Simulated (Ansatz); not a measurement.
# Tetragonal MoOPO4: the g tensor from first principles

Aim: the g tensor that the resonance of tetragonal MoOPO4 should show. Measured values stand at the end.

Main program and level: Ansatz 0.2.0; DFT, PBEsol+U, plane-wave PAW, PAW set soft_1, collinear spin, scalar-relativistic.

The raw output is cut from this account; settings, times and results stay.

### Step 1. Set-up

The structure is tetragonal, space group P4/n (No. 85). Conventional cell: a = 6.206 Å, b = 6.206 Å, c = 4.214 Å, α = 90.00°, β = 90.00°, γ = 90.00°. Nearest to Mo lie 5 O at 1.68 to 1.98 Å. P has 4 O at 1.53 Å nearest. O has 1 P at 1.53 Å and 1 Mo at 1.98 Å nearest. Nearest to O lie 1 Mo at 1.68 Å. Farther neighbours, and contacts between anions beyond the nearest, are not listed.

The structure is a relaxed one from the Materials Project, so its cell can be off by a few per cent.

The 2 Mo moments of the cell that is run start parallel. In a paramagnet exchange averages the ions' tensors into one line, which the cell's tensor stands for; it tells nothing where the spins pair up instead.

### Step 2. The main run

One collinear run gives the spin density; a second pass then couples the two spin channels by spin-orbit coupling for several directions of the moment, which gives orbital moments and direction energies. U = 3 eV on Mo (orthogonalised atomic projectors) is meant to offset the tendency of semilocal functionals to spread the spin.

Contents of input.yaml:

```yaml
crystal:
  lattice:
    - [6.20613052, 0.0, 0.0]
    - [0.0, 6.20613052, 0.0]
    - [0.0, 0.0, 4.21419894]
  atoms:
    - { symbol: Mo, position: [0.5, 0.0, 0.19462736], spin: 1.0 }
    - { symbol: Mo, position: [0.0, 0.5, 0.80537264], spin: 1.0 }
    - { symbol: P, position: [0.0, 0.0, 0.5] }
    - { symbol: P, position: [0.5, 0.5, 0.5] }
    - { symbol: O, position: [0.80708682, 0.94413766, 0.29057601] }
    - { symbol: O, position: [0.44413766, 0.69291318, 0.29057601] }
    - { symbol: O, position: [0.55586234, 0.30708682, 0.29057601] }
    - { symbol: O, position: [0.19291318, 0.05586234, 0.29057601] }
    - { symbol: O, position: [0.0, 0.5, 0.20313866] }
    - { symbol: O, position: [0.5, 0.0, 0.79686134] }
    - { symbol: O, position: [0.30708682, 0.44413766, 0.70942399] }
    - { symbol: O, position: [0.94413766, 0.19291318, 0.70942399] }
    - { symbol: O, position: [0.05586234, 0.80708682, 0.70942399] }
    - { symbol: O, position: [0.69291318, 0.55586234, 0.70942399] }
magnetization:
  spin_polarized: true
kpoints:
  mp_grid: { grid: [3, 3, 4] }
scf:
  lower_state_search: "off"
  occupations: { method: fermi_dirac, width: 0.01 }
hamiltonian:
  xc: pbesol
  hubbard:
    sites: [{ species: Mo, l: d, u_eff: 3 }]
    projectors: ortho-atomic
  pseudopotentials: { kind: paw, azcp: { folder: soft_1 }, xc_functional: pbe }
output:
  forces: true
  eigenstates:
    nscf_kmesh: { grid: [3, 3, 4] }
    top_band: c65
    magnetocrystalline_anisotropy:
      directions: [[1, 0, 0], [0, 1, 0], [0, 0, 1], [1, 1, 0], [1, 0, 1], [0, 1, 1]]
# [... lines on directions and stored grids left out ...]
```

Run with:

```console
$ ansatz run input.yaml --threads 4 --pin off --max-ram 9216MiB --backend cpu --events-out ev --progress --plain --runs-dir out
```

Run time: 21 s. Hardware: 4 threads of AMD EPYC 9B45 (Zen 5), shared host; peak memory 0.82 GiB.

The cell carries 2.00 μB, S = 1/2 on each ion. Mo (atom 1) has 5 O at 1.68 to 1.98 Å round it and 0.40 μB in its sphere.

The spin-orbit pass, by direction of the magnetisation (its table summed over the atoms):

| direction | energy (meV) | orbital moment (μB) | on atom 1 (μB) |
| --- | --- | --- | --- |
| [1 0 0] | 0.0000 | -0.0825 | -0.0360 |
| [0 1 0] | 0.0000 | -0.0825 | -0.0360 |
| [0 0 1] | 0.1138 | -0.1168 | -0.0650 |
| [1 1 0] | 0.0000 | -0.0825 | -0.0360 |
| [1 0 1] | 0.0569 | -0.0997 | -0.0505 |
| [0 1 1] | 0.0569 | -0.0997 | -0.0505 |

With g(n) = 2.0023 + L(n)/S, L and S summed over the cell's ions (S = 1), fitted to a symmetric tensor and averaged over the point group, the principal values are:

```csv
g,axis x,axis y,axis z
1.8856,0.00,0.00,1.00
1.9198,0.00,1.00,0.00
1.9198,1.00,0.00,0.00
```

One ion alone (atom 1, its own sphere) gives ⊥ 1.930, ∥ 1.872. The cell's tensor adds the ligands' share.

For S = 1/2 there is no zero-field splitting, so the direction energies aren't used.

The pass rescales the exchange-correlation response across the spin axis so that a rigid rotation costs nothing. Here the factor is 1.79, far enough from one to make the direction energies doubtful; g depends on them less.

### Step 3. The ladder

No level is known beforehand to be right for these quantities, so the functional, U, numerical settings and the positions are varied. All functionals run on PAW datasets made for PBE.

Times are on 4 threads of AMD EPYC 9B45 (Zen 5), shared host.

| run | mesh | time | moment (μB) | g₁ | g₂ | g₃ |
| --- | --- | --- | --- | --- | --- | --- |
| PBEsol+U Mo 3 eV | 3×3×4 | 21 s | 1.00 | 1.8856 | 1.9198 | 1.9198 |
| PBEsol | 3×3×4 | 20 s | 1.00 | 1.8869 | 1.9234 | 1.9234 |
| LDA | 3×3×4 | 6.8 s | 1.00 | 1.8817 | 1.9169 | 1.9169 |
| PBEsol+U Mo 1.5 eV | 3×3×4 | 20 s | 1.00 | 1.8865 | 1.9214 | 1.9214 |
| PBEsol+U Mo 3 eV, relaxed positions | 3×3×4 | 20 s | 1.00 | 1.8866 | 1.9179 | 1.9179 |
| PBEsol+U Mo 3 eV, coarser mesh | 2×2×3 | 19 s | 1.00 | 1.8856 | 1.9191 | 1.9191 |
| PBEsol+U Mo 3 eV, finer mesh | 4×4×5 | 24 s | 1.00 | 1.8856 | 1.9197 | 1.9197 |
| PBEsol+U Mo 3 eV, 50 % more empty bands | 3×3×4 | 21 s | 1.00 | 1.8860 | 1.9199 | 1.9199 |
| PBEsol+U Mo 3 eV, cutoff 750 eV | 3×3×4 | 27 s | 1.00 | 1.8856 | 1.9198 | 1.9198 |
| PBEsol+U Mo 3 eV, cutoff 350 eV | 3×3×4 | 20 s | 1.00 | 1.8855 | 1.9197 | 1.9197 |
| PBEsol+U Mo 3 eV, smearing 0.05 eV | 3×3×4 | 21 s | 1.00 | 1.8856 | 1.9198 | 1.9198 |
| LDA+U Mo 3 eV | 3×3×4 | 7.8 s | 1.00 | 1.8804 | 1.9125 | 1.9125 |

### Step 4. A poor choice and what it does

One setting is now spoilt on purpose, to see whether the program objects and how far the results move.

Changes to input.yaml since step 2:

```diff
@@ -27,2 +27,3 @@
   occupations: { method: fermi_dirac, width: 0.01 }
+  max_iter: 5
 hamiltonian:
@@ -40,2 +41 @@
       directions: [[1, 0, 0], [0, 1, 0], [0, 0, 1], [1, 1, 0], [1, 0, 1], [0, 1, 1]]
-# [... lines on directions and stored grids left out ...]
```

Run time: 1.5 s. Hardware: 4 threads; peak memory 0.66 GiB; 5.3 s of CPU time.

The SCF did not converge, so its numbers describe nothing. The fault: the SCF is cut off. The fix: allow the SCF enough cycles.

### Step 5. Comparison with measurements

```csv
quantity,measured,calculated,run,agreement
g for the field perpendicular to c,1.926 ± 0.002 at 300 K [1],1.920 (1.918 relaxed),PBEsol+U Mo 3 eV,108 % of the shift from 2.0023
g for the field along c,1.889 ± 0.002 at 300 K [1],1.886 (1.887 relaxed),PBEsol+U Mo 3 eV,103 % of the shift from 2.0023
```

[1] X-band ESR; “J1-J2 square lattice antiferromagnetism in the orbitally quenched insulator MoOPO4” (2017; arxiv:1705.06433). In a concentrated magnet the measured line also shifts with demagnetisation and short-range order, most at low temperature and high field.

### Step 6. What came out

```yaml
spin: S = 1/2 on Mo (as for Mo⁵⁺ d¹), 5 O at 1.68 to 1.98 Å
g: ⊥ 1.9198, ∥ 1.8856
```

What this shows: As a paramagnet of local spins, tetragonal MoOPO4 has S = 1/2 on each ion and g = ⊥ 1.9198, ∥ 1.8856 (PBEsol+U Mo 3 eV). Against experiment the calculated g values are off by up to 0.006. The shift is negative: in a shell less than half full the orbital moment opposes the spin. The mean g shift is -0.091 at U = 0 eV, -0.093 at U = 1.5 eV and -0.094 at U = 3 eV. The changes tried in mesh, the number of bands, cutoff and smearing move g by 0.0007 at most. Over the first program's levels the principal g values move by up to 0.0109. Relaxing the positions moves the mean g by -0.0009. Orbital moments are counted in the atomic spheres alone. The parallel pattern is a device, not a claim about the crystal's order.

Not shown: 2 runs that ended in an error and 1 run that was refused.

[Long decimals in the printed logs are rounded to 6 places.]

[Logs are printed without paths, hosts, clocks, repeated set-up lines and the standing remarks that a program may print on its own settings, such as how far it seeks lower states.]

[Hosts, paths, dates, database ids (printed as entryN), source tags and the programs' standing remarks are cut or masked in the printed files.]
